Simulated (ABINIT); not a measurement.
Entries from a set of simulations; values are calculated unless marked as measured.

A GW chain in ABINIT: Ca2FeH6 (Fm-3m). Symmetry: Fm-3m, No. 225, cubic system. The conventional cell has a = 6.992 Å, b = 6.992 Å, c = 6.992 Å, α = 90.00°, β = 90.00°, γ = 90.00°. Nearest to Ca lie 12 H at 2.48 Å. Fe has 6 H at 1.59 Å nearest. Nearest to H lie 1 Fe at 1.59 Å and 4 H at 2.25 Å and 4 Ca at 2.48 Å. Farther neighbours, and contacts between anions beyond the nearest, are not listed. The calculation used RPA screening on LDA, plane waves, norm-conserving pseudopotentials (and 2 further levels or steps) in ABINIT 10.8.3, with cutoff 39 Ha, PseudoDojo scalar-relativistic 0.4.1 standard, norm-conserving, ngkpt (2, 2, 2), nband 77, ecuteps 3.9 Ha, inclvkb 2, shiftk (0, 0, 0), symchi 1, awtr 1, frequency ppm, 2×2×2 k-mesh. The LDA gap is 1.21 eV, indirect (only 9 meV under the direct gap). The G0W0 gap on the mesh is 2.36 eV and the GW settings are 2×2×2 mesh, 77 bands, screening to 106.1 eV, Godby-Needs plasmon pole. The known limits are short of the basis limit; no spin polarisation; d states lean on the start; coarse k mesh. It took 5 runs, 2 min in all on 4 MPI ranks of Arm Neoverse V2, shared host. G0W0 moves the gap on the mesh from 1.21 eV to 2.36 eV (+1.14 eV), with Z of 0.72 and 0.77 at the edges. Local fields lower the RPA ε∞ on this mesh from 5.92 to 5.06; a Γ-centred mesh this coarse tends to raise both, most where the direct gap is narrow, while a short band sum lowers them. This run has no spin polarisation, although Fe can carry a moment. The program's warnings: nproc spkpt=  >= nkpt= * nsppol=. The cell and positions are those that the Materials Project relaxed with its own functionals (PBE, PBE+U or r2SCAN), kept fixed. Limits: no spin polarisation; d states lean on the start. The 2×2×2 mesh is coarse for this cell, which bears on the long-range parts of exchange and screening. The runs have no spin polarisation. For a closed low-spin shell that is the natural state; where a d or f shell is open it is a constraint, and the gap is then not the crystal's own.

[Paths, hosts, dates, memory and timing lines, banners, echoed tables and standing remarks are left out of the program output; an Ansatz launch command may be rebuilt from the run's recorded settings. Measured values are a selection of at most five: reports struck by readers or far from the other reports are left out. None is set beside runs whose start may be inverted or whose files or cutoffs have a known fault.]

[Runs of the session that timed out or met a known fault of the program may be left out.]

[Hosts, paths, dates, database ids (printed as entryN), source tags and the programs' standing remarks are cut or masked in the printed files.]

[G0W0 gaps are taken among the corrected bands and points alone; a level outside them can change the order at an edge.]

[Where Ansatz stands beside ABINIT at settings called matched, ABINIT's density can come from a denser mesh and the files from another edition; pairs whose starting gaps differed by over 0.03 eV were left out, so agreement reads better than it is.]
